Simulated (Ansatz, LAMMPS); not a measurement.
# Structural relaxation of glassy 30Al2O3-70P2O5 (mol %) (128 atoms), part 3 of 3

How does glassy 30Al2O3-70P2O5 (mol %) (128 atoms) relax, and what do bonds, charges and levels look like afterwards?

Ansatz 0.2.0; Kohn-Sham DFT, PBEsol, PAW (set soft_2), plane waves.

The cell: 12 Al, 28 P and 88 O. The quench rate of 100 K/ps is orders of magnitude faster than experiment. The starting topology of bonds comes from the classical model. Sampling is at Γ alone, for a cell whose shortest periodic width is 12 Å.

So far, density (g/cm³): step 5 (local order after relaxation) 2.56.

## 6. Single point at the relaxed geometry

One more single point at the end of the walk gives the fuller output and checks the residual forces.

The input, input.yaml:

```yaml
crystal:
  lattice:
    - [11.90826, 0.0, 0.0]
    - [0.0, 11.90826, 0.0]
    - [0.0, 0.0, 11.90826]
  atoms:
    - { symbol: Al, position: [0.89643, 0.21214, 0.75637] }
    - { symbol: Al, position: [0.19243, 0.70292, 0.34139] }
    - { symbol: Al, position: [0.99543, 0.56728, 0.97076] }
    - { symbol: Al, position: [0.5226, 0.2258, 0.87305] }
    - { symbol: Al, position: [0.53187, 0.20654, 0.48349] }
    - { symbol: Al, position: [0.60368, 0.6988, 0.80622] }
    - { symbol: Al, position: [0.30983, 0.28567, 0.19559] }
    - { symbol: Al, position: [0.60485, 0.63841, 0.1567] }
    - { symbol: Al, position: [0.82848, 0.19807, 0.2188] }
    - { symbol: Al, position: [0.15582, 0.17654, 0.74368] }
    - { symbol: Al, position: [0.08172, 0.35128, 0.60203] }
    - { symbol: Al, position: [0.30695, 0.40897, 0.75336] }
    - { symbol: P, position: [0.11258, 0.8907, 0.16772] }
    - { symbol: P, position: [0.48563, 0.8196, 0.00978] }
    - { symbol: P, position: [0.25179, 0.83598, 0.96613] }
    - { symbol: P, position: [0.24963, 0.58651, 0.95199] }
    - { symbol: P, position: [0.05819, 0.30921, 0.32512] }
    - { symbol: P, position: [0.84393, 0.94803, 0.11942] }
    - { symbol: P, position: [0.04711, 0.92208, 0.7447] }
    - { symbol: P, position: [0.42109, 0.84215, 0.62795] }
    - { symbol: P, position: [0.34868, 0.55519, 0.18179] }
    - { symbol: P, position: [0.77118, 0.61813, 0.36841] }
    - { symbol: P, position: [0.86084, 0.3471, 0.9857] }
    - { symbol: P, position: [0.79487, 0.74111, 0.98915] }
    - { symbol: P, position: [0.99265, 0.55082, 0.26297] }
    - { symbol: P, position: [0.82281, 0.98642, 0.66946] }
    - { symbol: P, position: [0.01787, 0.59318, 0.69841] }
    - { symbol: P, position: [0.62817, 0.4632, 0.95722] }
    - { symbol: P, position: [0.42294, 0.45411, 0.53163] }
    - { symbol: P, position: [0.55672, 0.20428, 0.22011] }
    - { symbol: P, position: [0.39309, 0.09085, 0.66737] }
    - { symbol: P, position: [0.27223, 0.03646, 0.29531] }
    [... 90 atom lines left out ...]
    - { symbol: O, position: [0.20099, 0.03692, 0.39526] }
    - { symbol: O, position: [0.1205, 0.80745, 0.26043] }
    - { symbol: O, position: [0.93601, 0.91635, 0.66791] }
    - { symbol: O, position: [0.46852, 0.13879, 0.75641] }
    - { symbol: O, position: [0.02557, 0.23998, 0.69018] }
    - { symbol: O, position: [0.95384, 0.90478, 0.38793] }
kpoints:
  mp_grid: { grid: [1, 1, 1] }
hamiltonian:
  xc: pbesol
scf:
  occupations: { method: fixed }
output:
  forces: true
  stress: true
  populations: intrinsic
  dos:
    method: { smearing: { sigma: 0.08 } }
    de: 0.1
    projected: { site_lists: { Al: [Al], O: [O], P: [P] } }
  eigenvalues: true
  write_density: true
  write_potential: true
  volumetric_format: npy
  elf: true
```

Command:

```sh
> ansatz run input.yaml --threads 4 --pin off --max-ram 8192MiB --backend cpu --events-out ev --progress --plain --runs-dir out
```

Numbers of over 12 decimals in the logs are rounded to 6 here.

Output:

```text
[...]
Crystal: 128 atoms, lattice volume = 1688.671 Å³
Basis set: ecut = 420 eV, 32987 PW (Γ), exchange–correlation on 160×160×160 points (8 copies of the dense FFT grid, shifted against one another)
Bands: 480, of which v1, the nominal top of the filled ones, is band 352 counted from 1 (351 counted from 0)
Symmetry: 1 space group operations
[...]
k-points: 1
[...]
SCF iter   1: F=—  HF=-76446.330264 eV  |F-HF|=—  |Δ(HF+E_count)|=         —  Δρ=1.11e-2  dr2=1.63e0  ethr=1.77e-3  ⟨swp⟩=6.0  Hψ=1927  notcnv=0  defer=126
[...]
SCF iter  10: F=-76445.897905 eV  HF=-76445.897904 eV  |F-HF|=4.06e-8  |Δ(HF+E_count)|=   1.12e-7  Δρ=1.51e-6  dr2=4.01e-8  ethr=1.42e-11  ⟨swp⟩=25.0  Hψ=5978  notcnv=0
SCF 1 converged in 10 iterations: F = -76445.897905 eV  dr2 = 4.01e-8
[...]
WARN: The input density's exchange-correlation potential varies sharply where the density is thin. Do not read a vacuum level from v_tot or v_xc, or from such a field of the output density. On a cell that repeats whose density bears no net charge and no dipole along the vacuum's axis use v_es (v_loc + v_h of the components); [...]
SCF converged after 10 iterations
Free energy (F): -76445.897905 eV
[...]
Internal energy: -76445.897905 eV  (E = F + TS)
E sigma→0 (E₀):  -76445.897905 eV
Fermi energy:    2.988189 eV
[...]
--- Forces (eV/Å), atoms counted from 1 ---
  atom   1  Al     0.00888849     0.00673699     0.00305479
  atom   2  Al     0.00641898     0.00513753     0.00151134
  atom   3  Al    -0.00146175     0.00946650     0.00037895
  atom   4  Al    -0.00699639     0.00092117     0.00324806
  atom   5  Al    -0.00585131    -0.00203236    -0.00135627
  atom   6  Al    -0.00333451    -0.00086749     0.00244456
  atom   7  Al    -0.00231026    -0.00005518    -0.00439155
  atom   8  Al    -0.00271928     0.00508437     0.00864246
  atom   9  Al     0.00275736     0.00211962    -0.00133194
  atom  10  Al    -0.00684633     0.00047133    -0.00067293
  atom  11  Al    -0.00215612    -0.00397721     0.00491458
  atom  12  Al     0.00159497    -0.00350311     0.01531219
  atom  13  P      0.00626468    -0.00344409     0.00155663
  atom  14  P     -0.00424729     0.00871420    -0.01234145
[...]
atom 127  O      0.00316683     0.00700508    -0.00274410
  atom 128  O      0.00787259     0.00460288     0.00369665
  max |Σ_I F_I| component: 7.05e-5 eV/Å
--- Stress (GPa, compression-positive) ---
       -0.627548      -0.268064      -0.603306
       -0.268059      -0.743113       0.807131
       -0.603303       0.807135      -2.764712
  P = ⅓ Tr σ = -1.3785 GPa (-13.785 kbar)
--- Band table (eV) ---
[...]
--- intrinsic populations: 128 sites ---
  site symbol       q [e]
     0     Al      1.6174
     1     Al      1.6856
     2     Al      1.6709
[...]
127      O      6.8495
  spilling = 0.000000 (of n_electrons = 704.000000)
```

It took 44 s on 4 threads of Intel Xeon Platinum 8488C (Sapphire Rapids), shared host; peak memory 2.5 GiB; 2.7 min of CPU time.

The program notes that the exchange-correlation potential is rough where the density is thin.

Numbers from this run:

```
free energy                                      : -76445.8979 eV
free energy per atom                             : -597.2336 eV/atom
SCF cycles                                       : 10
pressure                                         : -1.378 GPa
r.m.s. force component                           : 0.00534 eV/Å
longest force                                    : 0.02611 eV/Å
Fermi energy                                     : 2.988 eV
gap (highest filled to lowest empty level) : 4.083 eV
```

Intrinsic-atomic-orbital charges by element and coordination:

```csv
element,coordination,atoms,mean charge (e),spread,least,most
Al,all,12,1.34,0.0349,1.27,1.41
Al,4,3,1.39,0.0145,1.37,1.41
Al,5,8,1.33,0.0119,1.31,1.34
Al,6,1,1.27,0,1.27,1.27
O,all,88,-0.871,0.0273,-0.937,-0.810
O,1,8,-0.902,0.0276,-0.937,-0.850
O,2,77,-0.866,0.0236,-0.911,-0.810
O,3,3,-0.914,0.0233,-0.931,-0.881
P,all,28,2.16,0.0349,2.10,2.23
P,4,27,2.17,0.0354,2.10,2.23
P,5,1,2.15,0,2.15,2.15
```

States in the cell by windows of 1 eV, zero at the Fermi level; the larger projections on atomic orbitals stand beside the total:

```csv
from (eV),to (eV),total,O p,P p,O s
-14,-13,2.0,1.1,0.2,0.2
-13,-12,6.2,3.6,0.7,0.8
-12,-11,9.8,5.8,1.3,1.1
-11,-10,16.0,9.9,2.4,1.5
-10,-9,16.4,10.7,2.9,1.0
-9,-8,23.4,16.0,2.9,1.3
-8,-7,28.4,19.8,3.4,2.0
-7,-6,43.8,31.7,5.4,3.2
-6,-5,46.4,36.7,4.2,3.2
-5,-4,59.8,50.8,3.1,2.8
-4,-3,76.1,68.1,2.6,2.2
-3,-2,90.2,83.6,2.2,1.5
-2,-1,74.4,70.7,1.3,0.7
-1,0,34.3,32.7,0.7,0.2
0,1,0.7,0.7,0.0,0.0
1,3,0.0,0.0,0.0,0.0
3,4,0.3,0.0,0.0,0.1
4,5,4.1,0.5,0.4,0.9
```

The curve was stored every 0.100 eV, coarse against its broadening of 0.08 eV, so these counts are rough.

With fixed occupations the program's Fermi level is the highest filled level; weight inside the gap is the broadening of levels at its edges.

Between -24 and -14 eV lie 176 more states.

The levels nearest the highest filled one (over half full), pooled over k-points and spins:

```csv
level less the highest filled one (eV),occupation
-0.500,2
-0.463,2
-0.406,2
-0.386,2
-0.331,2
0,2
4.08,0
4.76,0
5.08,0
5.38,0
5.58,0
5.64,0
```

Valence density in the ac plane at fractional y = 0.295, with atoms of Al and P and O within 0.2 Å of it. It is the smooth field of the valence electrons, not physical close to the nuclei.

Ten steps, logarithmic in the rise over the least value, from '0' (0.0 e/Å³) to '9' (6.6 e/Å³), each cell a mean:
```
0000001345543211235542100123555421
0000011234555432245543100124677631
0000012234578753234432100013688641
0000011223579863222333321012466531
1100111112356542112578752111233221
3321123332222211013689964222322122
5543356764211000002478764456653224
6654468874210000001245544689974234
4543346653100000001235544679973223
2322223321000001111357765445542111
1232211000000233322479985211110001
3554310000001356643468864100000001
5787420000002467643234431000000012
5787420000001345532111100000000012
4565421100000112211100000000000123
5434555321000000111100000000001344
6435789742100001111111111000012456
5445799853111123332223343210112455
2223466532112357764334565321122223
0001122221112479985334555323443211
0000001244432368874212232236886310
0000012578742234432100011248997420
0000013799853111111100000136786420
0000013588753110122321000124554321
```
Columns run along a (11.9 Å), rows up along c (11.9 Å). Atoms in or near the plane, at fractional coordinates: Al at (0.31, 0.20), P at (0.06, 0.33), O at (0.17, 0.28), O at (0.47, 0.17), O at (0.84, 0.10), O at (0.63, 0.76), O at (0.64, 0.55), O at (0.81, 0.66), O at (0.27, 0.05).

Electrostatic potential energy in the ac plane at fractional y = 0.295, with atoms of Al and P and O within 0.2 Å of it. With pseudopotentials it is smooth inside the atoms' cores, unlike the true potential.

Values in eV, 13 rows by 16 columns, each cell a mean:
```
 10  10  10   5 -14 -15   4   6   1   3   9   9   3 -19 -18   6
  9   9   9   7  -1 -24 -16   0  -8   1   8   9   8  -6 -16   7
  8   8   7   7   6  -2   0   5   2 -10 -16   7   8   5   1   5
  0   5   2 -10   5   6   8   9   8  -8 -30 -16  -5  -9   0   4
 -4  -7  -3 -12   7   9   9   9   8   3 -28 -37 -25 -27   5   6
 -2 -10   0   8  10  10   9   7   6  -8 -34  -6   6   9   9   7
 -3 -10   7   9  10  10   3 -12   0  -2 -10   7   9  10  10   9
-10 -16   7  10  10  10   8   4   5   6   8   9   9   9   9   8
-33 -36 -11   2   8   7   9   9   8   8   9   9   8   8   8   0
-12 -15 -28 -18  -5  -7   3   6   4   4   6   7   5   3   6   1
  8   8   8   2  -9  -8  -6 -33 -10   4   3   4   6   0   6   9
 10  10  10   2 -17  -2   6  -2   6   9  10  10   2 -34 -10   9
 10  10  10  -5 -32  -2   8  10  10  10  10   9   4 -20 -10   6
```
Columns run along a (11.9 Å; values clipped at the 3rd and 97th percentile), rows up along c (11.9 Å). Atoms in or near the plane, at fractional coordinates: Al at (0.31, 0.20), P at (0.06, 0.33), O at (0.17, 0.28), O at (0.47, 0.17), O at (0.84, 0.10), O at (0.63, 0.76), O at (0.64, 0.55), O at (0.81, 0.66), O at (0.27, 0.05).

Mean intrinsic-atomic-orbital charges: Al +1.34, O -0.87, P +2.16 e.

Local excerpt of 18 atoms (numbers count through the whole input) about O44, which has 1 bonded neighbour where the commonest count for O is 2; x, y, z are measured from there.

```csv
atom,x,y,z,distance (Å),bonds,intrinsic-atomic-orbital charge (e)
O44,0.00,0.00,0.00,0.00,1,-0.92
P29,1.02,-0.86,0.63,1.47,4,2.10
O48,2.50,0.04,0.55,2.56,2,-0.84
O85,1.30,-2.21,0.00,2.57,2,-0.88
O95,0.94,-0.97,2.19,2.57,2,-0.91
O49,-0.12,2.81,-1.23,3.08,2,-0.90
Al2,-1.73,2.10,-1.63,3.17,5,1.31
O109,-0.18,-1.08,-3.16,3.35,2,-0.88
O97,-2.23,2.56,0.09,3.40,2,-0.85
O55,-0.34,2.90,1.80,3.42,2,-0.84
O57,-0.98,1.26,-3.06,3.45,2,-0.90
P21,0.13,0.34,-3.53,3.55,4,2.17
Al12,-0.37,-1.40,3.27,3.58,4,1.37
O69,1.53,0.80,-3.21,3.64,2,-0.88
O86,-1.56,-2.34,2.42,3.71,3,-0.93
P35,-1.91,2.80,1.52,3.71,4,2.20
O67,-3.20,1.00,-1.61,3.72,2,-0.87
O87,-2.32,1.63,2.45,3.74,2,-0.84
```

The column of bonds counts only the pairs O-P within 2.11 Å, O-Al within 2.49 Å; other neighbours, such as metal atoms beside each other in a compound, aren't counted, and periodic images can show an atom twice.

## 7. Other settings

Changed here: scf.mixing.algorithm = "anderson", scf.mixing.beta = 0.5 and scf.mixing.preconditioner = "ldos".

The input, input.yaml:

```yaml
crystal:
  lattice:
    - [11.90826, 0.0, 0.0]
    - [0.0, 11.90826, 0.0]
    - [0.0, 0.0, 11.90826]
  atoms:
    [... the 128 atom lines of step 3 ...]
kpoints:
  mp_grid: { grid: [1, 1, 1] }
hamiltonian:
  xc: pbesol
scf:
  occupations: { method: fixed }
  mixing: { preconditioner: ldos, algorithm: anderson, beta: 0.5 }
output:
  forces: true
  stress: true
  populations: intrinsic
  dos:
    method: { smearing: { sigma: 0.1 } }
    de: 0.1
    projected: { site_lists: { Al: [Al], O: [O], P: [P] } }
  eigenvalues: true
```

Output:

```text
Error: inconsistent input (scf.mixing.preconditioner, scf.occupations.method): ldos needs the smeared local DOS at the Fermi level to build its model. With no smearing kernel (method: fixed, a smearing width below the step floor, tetrahedron integration, or explicit occupations) the LDOS field is never tabulated. [...]
```

Elapsed: 0.04 s, on 4 threads; peak memory 0.044 GiB.

The input was rejected at the start.

The program's message: “Error: inconsistent input (scf.mixing.preconditioner, scf.occupations.method): ldos needs the smeared local DOS at the Fermi level to build its model. With no smearing kernel (method: fixed, a smearin …”

Runs without a result: scf.mixing.algorithm = "anderson", scf.mixing.beta = 0.5 and scf.mixing.preconditioner = "ldos" (refused).

## 8. Outcome

* energy change in the relaxation: -137.7 meV/atom
* r.m.s. displacement: 0.68 Å
* largest displacement: 1.569 Å
* free energy per atom: -597.2336 eV/atom
* pressure: -1.378 GPa
* r.m.s. force component: 0.00534 eV/Å
* gap (highest filled to lowest empty level): 4.083 eV
* wall time of the 3 DFT runs: 13 min

In words: Relaxation lowers the energy by 138 meV/atom and moves atoms by 0.68 Å r.m.s.; the r.m.s. force component goes from 1.5 to 0.0053 eV/Å, the pressure goes from 0.43 to -1.4 GPa, and the gap from 0.622 to 4.08 eV. By the final cutoffs 1 of 165 bonded pairs parted and 7 joined. First to last step the energy falls by 17.626 eV; the largest move, 1.57 Å, is that of O73. The O-Al bonds go from 1.821 Å (spread 0.161) to 1.841 Å (spread 0.093), and their number from 52 to 58. With the cutoffs above, 67 % of Al atoms have 5, 88 % of O atoms have 2 and 96 % of P atoms have 4 bonded neighbours. 88 % of the oxygens bridge two formers (P and Al) and 9 % are non-bridging; 3 % join three. The highest filled and lowest empty levels differ by 4.08 eV (at Γ alone); a semilocal functional tends to put such gaps too low. In a disordered cell it changes from sample to sample, and tail or defect levels can set it.

What to keep in mind: The network of bonds at the start is that of the classical potential that made the cell; in DFT 1 of its 165 bonded pairs passed out of the cutoffs and 7 came within them.

[Logs are printed without paths, hosts, clocks, repeated set-up lines and the standing remarks that a program may print on its own settings, such as how far it seeks lower states.]

[Hosts, paths, dates, database ids (printed as entryN), source tags and the programs' standing remarks are cut or masked in the printed files.]
